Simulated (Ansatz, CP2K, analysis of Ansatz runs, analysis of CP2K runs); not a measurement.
# N3VH centre in diamond: local vibrational mode against experiment (CP2K)

Aim: the local vibrational mode of the N3VH centre in diamond, to be set beside the measurement. Set-up: PBE, SR-DZVP, 64-site cell, PBE lattice from Ansatz, k: the zone centre alone, anharmonic cut along the mode, start relaxed with Ansatz. The model is a cell of 64 host atoms with 1 site emptied, N put on another atom's site, N put on another atom's site, N put on another atom's site and H put in between. The frequencies come from force constants among the defect atom and its neighbours, with the masses of the isotopes named.

What was measured. C-H stretch, 1H: 3107 cm⁻¹, by FTIR absorption (quoted in “Hydrogen-related defects in diamond: A comparison between observed and calculated FTIR spectra”, 2024, M.C. Day et al., quoting earlier work (2014)). C-H bend, 1H: 1405 cm⁻¹, by FTIR absorption (quoted in “Hydrogen-related defects in diamond: A comparison between observed and calculated FTIR spectra”, 2024, M.C. Day et al., quoting earlier work (1991)). The calculation is set beside it at the end.

Program: CP2K 2026.2. Level of theory: CP2K Gaussian and plane waves DFT, PBE, SR-DZVP basis, GTH potentials; relaxation of all atoms of a defect supercell. Results are calculated unless marked as measured.

## Step 1: The starting structure

The cell holds 64 atoms: 60 C, 3 N and 1 H. Its edges and angles: a = 7.143 Å, b = 7.143 Å, c = 7.143 Å, α = 90.0°, β = 90.0°, γ = 90.0°. It derives from C (space group Fd-3m). Nearest the centre at fractional (0.375, 0.375, 0.375): H64 at 0.57 Å, C48 at 1.64 Å, N26 at 1.69 Å, N41 at 1.69 Å, N4 at 1.70 Å, C13 at 2.51 Å, C14 at 2.52 Å, C5 at 2.52 Å.

The host's primitive cell comes from a first run (plane-wave PAW DFT, PBE; relaxation of the host): vectors of 2.525, 2.525 and 2.525 Å. That is 5.69 Å³ an atom, 0.4 % over the diffraction cell's volume. The supercell is built on it.

This program's steps are dear, so the start below was first relaxed with Ansatz (plane-wave PAW DFT, PBE; 7.8 s).

## Step 2: Relaxation, charge 0

Every later number rests on the structure around the defect, so the atoms are relaxed at the host's lattice first.

defect.inp

```
&GLOBAL
  PROJECT defect
  RUN_TYPE GEO_OPT
  PRINT_LEVEL LOW
&END GLOBAL
&FORCE_EVAL
  METHOD QS
  &DFT
    BASIS_SET_FILE_NAME BASIS_MOLOPT
    POTENTIAL_FILE_NAME GTH_POTENTIALS
    &MGRID
      CUTOFF 480
      REL_CUTOFF 60
      NGRIDS 5
    &END MGRID
    &QS
      METHOD GPW
      EPS_DEFAULT 1.0E-11
    &END QS
    &SCF
      SCF_GUESS ATOMIC
      EPS_SCF 1.0E-6
      MAX_SCF 40
      &OT ON
        MINIMIZER DIIS
        PRECONDITIONER FULL_ALL
        ENERGY_GAP 0.001
      &END OT
      &OUTER_SCF ON
        EPS_SCF 1.0E-6
        MAX_SCF 8
      &END OUTER_SCF
    &END SCF
    &XC
      &XC_FUNCTIONAL PBE
      &END XC_FUNCTIONAL
    &END XC
    &PRINT
      &MULLIKEN ON
        &EACH
          QS_SCF 0
          GEO_OPT 0
          CELL_OPT 0
          MD 0
        &END EACH
        ADD_LAST NUMERIC
      &END MULLIKEN
      &MO_CUBES ON
        NHOMO 8
        NLUMO 5
        WRITE_CUBE F
        &EACH
          QS_SCF 0
          GEO_OPT 0
          CELL_OPT 0
          MD 0
        &END EACH
        ADD_LAST NUMERIC
      &END MO_CUBES
    &END PRINT
  &END DFT
  &SUBSYS
    &CELL
      A 7.1431635100 0.0000000000 -0.0000000000
      B 0.0000000000 7.1431635100 -0.0000000000
      C 0.0000000000 0.0000000000 7.1431635100
      PERIODIC XYZ
    &END CELL
    &COORD
      C   -0.0111980899 -0.0121127765 1.7849543663
      C   -0.0111727983 1.7837149342 -0.0129054450
      C   1.7846686306 -0.0120283820 -0.0129463000
      N   1.7008399640 1.6998537213 1.6974084996
      C   0.8989044034 0.8980604293 2.6355647762
      C   0.8950244837 2.6380303765 0.8928594271
      C   2.6390612573 0.8941484525 0.8928039062
      C   0.0027114332 0.0018234702 5.3507228550
      C   0.0206285281 1.8024497653 3.5501309435
      C   1.8032647762 0.0196897410 3.5500933585
      C   1.8033997945 1.8024255698 5.3328810160
      C   0.8946919234 0.8938132008 6.2330082700
      C   0.8990197075 2.7169288036 4.4544987745
      C   2.7178167518 0.8979994512 4.4545291936
      C   2.6775001559 2.6765742076 6.2472418084
      C   0.0168416558 3.5516156158 1.8008709593
      C   -0.0010369281 5.3505956238 0.0019669342
      C   1.7928301695 3.5585093622 0.0082949387
      C   1.7930066760 5.3442047696 1.7940034607
      C   0.8950916398 4.4596681459 2.7144076748
      C   0.8882110384 6.2386985669 0.8945008314
      C   2.6886205672 4.4684885159 0.8839593114
      C   2.6775250744 6.2485743076 2.6760052359
      C   -0.0112230343 3.5675196263 5.3646278287
      C   -0.0111452623 5.3654004553 3.5687760093
      N   1.7007930429 3.6553100181 3.6526956999
      C   1.7847179495 5.3654509091 5.3645352179
      C   0.8881306826 4.4580704977 6.2568962384
      C   0.8946644893 6.2625852899 4.4587677173
      C   2.6390559241 4.4596559795 4.4583317877
      C   2.6768913179 6.2479270650 6.2477809094
      C   3.5525450170 0.0159207485 1.8008653957
      C   3.5594901419 1.7920294211 0.0083819188
      C   5.3514106159 -0.0020394404 0.0019335665
      C   5.3451324390 1.7920090558 1.7940555224
      C   4.4605589787 0.8942063555 2.7144309815
      C   4.4694696180 2.6877493248 0.8840895154
      C   6.2395507769 0.8871910679 0.8944527238
      C   6.2494520899 2.6765766263 2.6760240385
      C   3.5684451921 -0.0121161646 5.3646237328
      N   3.6560299066 1.6999089129 3.6526531606
      C   5.3663346755 -0.0120251631 3.5687691418
      C   5.3664061997 1.7837703292 5.3645876061
      C   4.4589467978 0.8872718759 6.2569395526
      C   4.4605340810 2.6380855459 4.4584056571
      C   6.2635633144 0.8937893960 4.4587416058
      C   6.2488366385 2.6759613777 6.2478139683
      C   3.6251283427 3.6242620566 1.7283318415
      C   3.5624862288 5.3622456594 -0.0097783797
      C   5.3631671274 3.5615700386 -0.0097376963
      C   5.3632984701 5.3623188604 1.7909426572
      C   4.4694749612 4.4686028392 2.6647523332
      C   4.4587541363 6.2572226609 0.8946688768
      C   6.2582463051 4.4578602377 0.8946233170
      C   6.2488643705 6.2479654534 2.6765862821
      C   3.5525880015 3.5516695550 5.3366580615
      C   3.5594970458 5.3442122964 3.5605451575
      C   5.3450183406 3.5585162204 3.5605372258
      C   5.3515636074 5.3505626814 5.3545551365
      C   4.4588022483 4.4578817322 6.2384070029
      C   4.4590032468 6.2386809435 4.4653224675
      C   6.2395838985 4.4579986940 4.4652679053
      C   6.2477901908 6.2468753264 6.2488891591
      H   3.0070487607 3.0057951498 2.3469961034
    &END COORD
    &KIND C
      BASIS_SET DZVP-MOLOPT-SR-GTH-q4
      POTENTIAL GTH-PBE-q4
    &END KIND
    &KIND N
      BASIS_SET DZVP-MOLOPT-SR-GTH-q5
      POTENTIAL GTH-PBE-q5
    &END KIND
    &KIND H
      BASIS_SET DZVP-MOLOPT-SR-GTH-q1
      POTENTIAL GTH-PBE-q1
    &END KIND
    &PRINT
      &ATOMIC_COORDINATES ON
      &END ATOMIC_COORDINATES
      &CELL ON
      &END CELL
    &END PRINT
  &END SUBSYS
  &PRINT
    &FORCES ON
    &END FORCES
  &END PRINT
&END FORCE_EVAL
&MOTION
  &GEO_OPT
    OPTIMIZER BFGS
    MAX_ITER 80
    MAX_FORCE [eV*angstrom^-1] 0.01
    RMS_FORCE [eV*angstrom^-1] 0.01
    MAX_DR 1.0E-2
    RMS_DR 1.0E-2
  &END GEO_OPT
  &PRINT
    &TRAJECTORY ON
    &END TRAJECTORY
    &CELL ON
    &END CELL
    &FORCES ON
    &END FORCES
    &RESTART OFF
    &END RESTART
    &RESTART_HISTORY OFF
    &END RESTART_HISTORY
  &END PRINT
&END MOTION
```

The run is started by

```
$ OMP_NUM_THREADS=2 mpirun -n 2 cp2k.psmp -i defect.inp -o defect.out
```

Numbers of over 12 decimals in the logs are rounded to 6 here.

The program printed:

```text
ibc44oq/relax

 CP2K| version string:                                       CP2K version 2026.2
 CP2K| Input file name                                                defect.inp

 GLOBAL| Force Environment number                                              1
 GLOBAL| Basis set file name                                        BASIS_MOLOPT
 GLOBAL| Potential file name                                      GTH_POTENTIALS
 GLOBAL| MM Potential file name                                     MM_POTENTIAL
 GLOBAL| Coordinate file name                                      __STD_INPUT__
 GLOBAL| Method name                                                        CP2K
 GLOBAL| Project name                                                     defect
 GLOBAL| Run type                                                        GEO_OPT
 GLOBAL| FFT library                                                       FFTW3
 GLOBAL| Diagonalization library                                       ScaLAPACK
 GLOBAL| Cholesky decomposition library                                ScaLAPACK
 GLOBAL| DGEMM library                                                      BLAS
 GLOBAL| Direct generalized diagonalization requested                          F
 GLOBAL| Matrix multiplication library                                 ScaLAPACK
 GLOBAL| Global print level                                                  LOW
 GLOBAL| Total number of message passing processes                             2
 GLOBAL| Number of threads for this process                                    2
 GLOBAL| CPU model name                                                  UNKNOWN

 CELL| Volume [angstrom^3]:                                           364.478382
 CELL| Vector a [angstrom]:       7.143     0.000     0.000   |a| =     7.143164
 CELL| Vector b [angstrom]:       0.000     7.143     0.000   |b| =     7.143164
 CELL| Vector c [angstrom]:       0.000     0.000     7.143   |c| =     7.143164
 CELL| Angle (b,c), alpha [degree]:                                    90.000000
 CELL| Angle (a,c), beta  [degree]:                                    90.000000
 CELL| Angle (a,b), gamma [degree]:                                    90.000000
 CELL| Numerically orthorhombic:                                             YES
 CELL| Periodicity                                                           XYZ

 CELL_REF| Volume [angstrom^3]:                                       364.478382
 CELL_REF| Vector a [angstrom     7.143     0.000     0.000   |a| =     7.143164
 CELL_REF| Vector b [angstrom     0.000     7.143     0.000   |b| =     7.143164
 CELL_REF| Vector c [angstrom     0.000     0.000     7.143   |c| =     7.143164
 CELL_REF| Angle (b,c), alpha [degree]:                                90.000000
 CELL_REF| Angle (a,c), beta  [degree]:                                90.000000
 CELL_REF| Angle (a,b), gamma [degree]:                                90.000000
 CELL_REF| Numerically orthorhombic:                                         YES
 CELL_REF| Periodicity                                                       XYZ

 GENERATE|  Preliminary Number of Bonds generated:                             0
 GENERATE|  Achieved consistency in connectivity generation.

 *******************************************************************************
 *******************************************************************************
 **            Copyright (C) by CP2K developers group (2000-2026)             **
 *******************************************************************************

 TOTAL NUMBERS AND MAXIMUM NUMBERS

  Total number of            - Atomic kinds:                                   3
                             - Atoms:                                         64
                             - Shell sets:                                    64
                             - Shells:                                       318
                             - Primitive Cartesian functions:                320
                             - Cartesian basis functions:                    887
                             - Spherical basis functions:                    824

  Maximum angular momentum of- Orbital basis functions:                        2
                             - Local part of the GTH pseudopotential:          2
                             - Non-local part of the GTH pseudopotential:      0

 MODULE QUICKSTEP: ATOMIC COORDINATES IN ANGSTROM

   Atom Kind Element         X             Y             Z       Z(eff)     Mass
      1    1 C     6     -0.011198     -0.012113      1.784954   4.0000  12.0107
      2    1 C     6     -0.011173      1.783715     -0.012905   4.0000  12.0107
      3    1 C     6      1.784669     -0.012028     -0.012946   4.0000  12.0107
      4    2 N     7      1.700840      1.699854      1.697408   5.0000  14.0067
      5    1 C     6      0.898904      0.898060      2.635565   4.0000  12.0107
      6    1 C     6      0.895024      2.638030      0.892859   4.0000  12.0107
      7    1 C     6      2.639061      0.894148      0.892804   4.0000  12.0107
      8    1 C     6      0.002711      0.001823      5.350723   4.0000  12.0107
      9    1 C     6      0.020629      1.802450      3.550131   4.0000  12.0107
[...]
*******************************************************************************
 ***                    GEOMETRY OPTIMIZATION COMPLETED                      ***
 *******************************************************************************

 write_final_structure: Optimization converged, writing XYZ file gladly:
  defect-FINAL-1_4.xyz

 write_final_structure: Optimization converged, writing CIF file gladly:
  defect-FINAL-1_4.cif

 write_final_structure: Done!

                    Reevaluating energy at the minimum

 Extrapolation method: ASPC

 Number of electrons:                                                        256
 Number of occupied orbitals:                                                128
 Number of molecular orbitals:                                               128

 Number of orbital functions:                                                824
 Number of independent orbital functions:                                    824

 SCF WAVEFUNCTION OPTIMIZATION

  ----------------------------------- OT ---------------------------------------
  Minimizer      : DIIS                : direct inversion
                                         in the iterative subspace
                                         using   7 DIIS vectors
                                         safer DIIS on
  Preconditioner : FULL_ALL            : diagonalization, state selective
  Precond_solver : DEFAULT
  stepsize       :    0.15000000                  energy_gap     :    0.00100000
  eps_taylor     :   0.10000E-15                  max_taylor     :             4
  ----------------------------------- OT ---------------------------------------

  Step     Update method      Time    Convergence         Total energy    Change
  ------------------------------------------------------------------------------
[...]
2 OT DIIS     0.15E+00    4.2     0.00003222      -371.6264691035 -6.90E-05
     3 OT DIIS     0.15E+00    4.2     0.00001876      -371.6264809025 -1.18E-05
     4 OT DIIS     0.15E+00    4.2     0.00000318      -371.6264821753 -1.27E-06
     5 OT DIIS     0.15E+00    4.2     0.00000106      -371.6264822101 -3.47E-08
     6 OT DIIS     0.15E+00    4.2     0.00000019      -371.6264822146 -4.54E-09

  *** SCF run converged in     6 steps ***

  Electronic density on regular grids:       -256.0000000000        0.0000000000
  Core density on regular grids:              255.9999999977       -0.0000000023
  Total charge density on r-space grids:       -0.0000000022
  Total charge density g-space grids:          -0.0000000022

  Overlap energy of the core charge distribution:               1.18445e-06
  Self energy of the core charge distribution:               -876.062806
  Core Hamiltonian energy:                                    276.117900
  Hartree energy:                                             343.117272
  Exchange-correlation energy:                               -114.798849

  Total energy:                                              -371.626482

  outer SCF iter =    1 RMS gradient =   0.19E-06 energy =       -371.6264822146
  outer SCF loop converged in   1 iterations or    6 steps

 !-----------------------------------------------------------------------------!
                     Mulliken Population Analysis

 #  Atom  Element  Kind  Atomic population                           Net charge
       1     C        1          4.006103                             -0.006103
       2     C        1          4.005317                             -0.005317
       3     C        1          4.005318                             -0.005318
       4     N        2          4.998841                              0.001159
       5     C        1          3.989295                              0.010705
       6     C        1          3.987252                              0.012748
       7     C        1          3.987246                              0.012754
       8     C        1          3.999137                              0.000863
       9     C        1          4.014873                             -0.014873
      10     C        1          4.014871                             -0.014871
[...]
60     C        1          3.992666                              0.007334
      61     C        1          3.997730                              0.002270
      62     C        1          3.997730                              0.002270
      63     C        1          3.995121                              0.004879
      64     H        3          0.904679                              0.095321
 # Total charge                            256.000000                  0.000000

 !-----------------------------------------------------------------------------!

  Eigenvalues of the occupied subspace spin            1
 ---------------------------------------------
      -0.39023243     -0.33199380     -0.33199188     -0.31460727
      -0.30015734     -0.30015646     -0.29137471     -0.25667937
      -0.25667652     -0.23459431     -0.22127939     -0.22127857
      -0.22034692     -0.21947358     -0.21946987     -0.21632879
      -0.21406956     -0.21406634     -0.20177306     -0.17930983
      -0.17883057     -0.17882869     -0.16562892     -0.08726025
      -0.08725452     -0.08598246     -0.08394217     -0.08393975
      -0.08239365     -0.06849011     -0.06848490     -0.06179841
      -0.05449701     -0.04921674     -0.04921523     -0.04450734
      -0.04017003     -0.04016761     -0.03703078     -0.03582172
[...]
0.29531942      0.29531977      0.29912898      0.29912958
       0.29932037      0.30011024      0.30011250      0.30218040
       0.30302409      0.30302429      0.35897622      0.36649294
       0.36649575      0.40860023      0.42109612      0.42110670
 Fermi Energy [eV] :   11.458896

  Using OT eigensolver for additional unoccupied orbitals spin            1
  Lowest Eigenvalues of the unoccupied subspace spin            1
 -----------------------------------------------------
 WARNING : did not converge in ot_eigensolver
 number of iterations          299  exceeded maximum
 current gradient / target gradient   1.8298828392966579E-005  /    1.0000000000000001E-005
       0.56259816      0.56790273      0.56790699      0.57782032
       0.57783122

 HOMO - LUMO gap [eV] :    3.850178

 ENERGY| Total FORCE_EVAL ( QS ) energy [hartree]           -371.626482
```

Wall time 6.1 min (4 threads of Arm Neoverse V1, shared host); peak memory 0.88 GiB.

Hardly anything moved in the relaxation; the energy changed by under 0.2 meV an atom.

The atoms nearest to the centre after the run:

```csv
atom,distance (Å)
H64,0.568
C48,1.639
N26,1.687
N41,1.688
N4,1.692
C13,2.515
C14,2.515
C5,2.518
C30,2.519
C45,2.519
C20,2.521
C36,2.522
C6,2.525
C7,2.525
C52,2.532
C22,2.534
```

Neighbours of the added atoms: H64: C48 1.07, N4 1.95, N41 1.95 Å.

This step gave:

```yaml
gap_at_gamma_of_supercell: 3.850 eV
```

(Continued in part 2 of 3.)

[Logs are printed without paths, hosts, clocks, repeated set-up lines and the standing remarks that a program may print on its own settings, such as how far it seeks lower states.]

[Hosts, paths, dates, database ids (printed as entryN), source tags and the programs' standing remarks are cut or masked in the printed files.]

[For some hosts the program warned that the k-mesh of the response run may be too coarse for force constants and the static dielectric constant; such warnings are not shown here.]
